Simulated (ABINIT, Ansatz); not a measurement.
Computed results, one entry a study.

### Quasiparticle gap of YHSe (P-6m2) in ABINIT

Symmetry: P-6m2, No. 187, hexagonal system. The conventional cell has a = 3.841 Å, b = 3.841 Å, c = 3.916 Å, α = 90.00°, β = 90.00°, γ = 120.00°. Nearest to Y lie 3 H at 2.22 Å and 6 Se at 2.96 Å. Nearest to H lie 3 Y at 2.22 Å. Se has 6 H at 2.96 Å and 6 Y at 2.96 Å nearest. Farther neighbours, and contacts between anions beyond the nearest, are not listed.

```yaml
method: RPA screening on LDA, plane waves, norm-conserving pseudopotentials (and 2 further levels or steps)
program: ABINIT 10.8.3
settings: cutoff 39 Ha, PseudoDojo scalar-relativistic 0.4.1 standard, norm-conserving, ngkpt (3, 3, 4), nband 95, ecuteps 6.5 Ha, inclvkb 2, shiftk (0, 0, 0), symchi 1, awtr 1, frequency ppm, 3×3×4 k-mesh
cost: 5 runs, 2.6 min in all on 4 MPI ranks of Arm Neoverse V1, shared host
notes: The program’s warnings: nkpt*nsppol () is not a multiple of nproc spkpt (). The cell and positions are those that the Materials Project relaxed with its own functionals (PBE, PBE+U or r2SCAN), kept fixed. Limits: no spin-orbit coupling. The 3×3×4 mesh is coarse for this cell, which bears on the long-range parts of exchange and screening. The norm-conserving file of at least one element keeps a d shell over frozen s and p shells of the same row. Exchange with those shells is missing from the self-energy, an error of 0.3 to 0.9 eV in cases checked, whose sign depends on which edge lies on those atoms.
lda_gap: 1.36 eV, indirect
g0w0_gap_on_the_mesh: 2.64 eV
gw_settings: 3×3×4 mesh, 95 bands, screening to 176.9 eV, Godby-Needs plasmon pole
known_limits: short of the basis limit; exchange with frozen shells missing; no spin-orbit coupling; coarse k mesh
```

G0W0 moves the gap on the mesh from 1.36 eV to 2.64 eV (+1.28 eV), with Z of 0.80 and 0.81 at the edges. Local fields lower the RPA ε∞ on this mesh from 12.65 to 11.46; a Γ-centred mesh this coarse tends to raise both, most where the direct gap is narrow, while a short band sum lowers them.

[Long decimals in the printed logs are rounded to 6 places.]

[Logs are printed without paths, hosts, clocks, repeated set-up lines and the standing remarks that a program may print on its own settings, such as how far it seeks lower states.]

[Paths, hosts, dates, memory and timing lines, banners, echoed tables and standing remarks are left out of the program output; an Ansatz launch command may be rebuilt from the run's recorded settings. Measured values are a selection of at most five: reports struck by readers or far from the other reports are left out. None is set beside runs whose start may be inverted or whose files or cutoffs have a known fault.]

[Runs of the session that timed out or met a known fault of the program may be left out.]

[Hosts, paths, dates, database ids (printed as entryN), source tags and the programs' standing remarks are cut or masked in the printed files.]

[G0W0 gaps are taken among the corrected bands and points alone; a level outside them can change the order at an edge.]

[Where Ansatz stands beside ABINIT at settings called matched, ABINIT's density can come from a denser mesh and the files from another edition; pairs whose starting gaps differed by over 0.03 eV were left out, so agreement reads better than it is.]
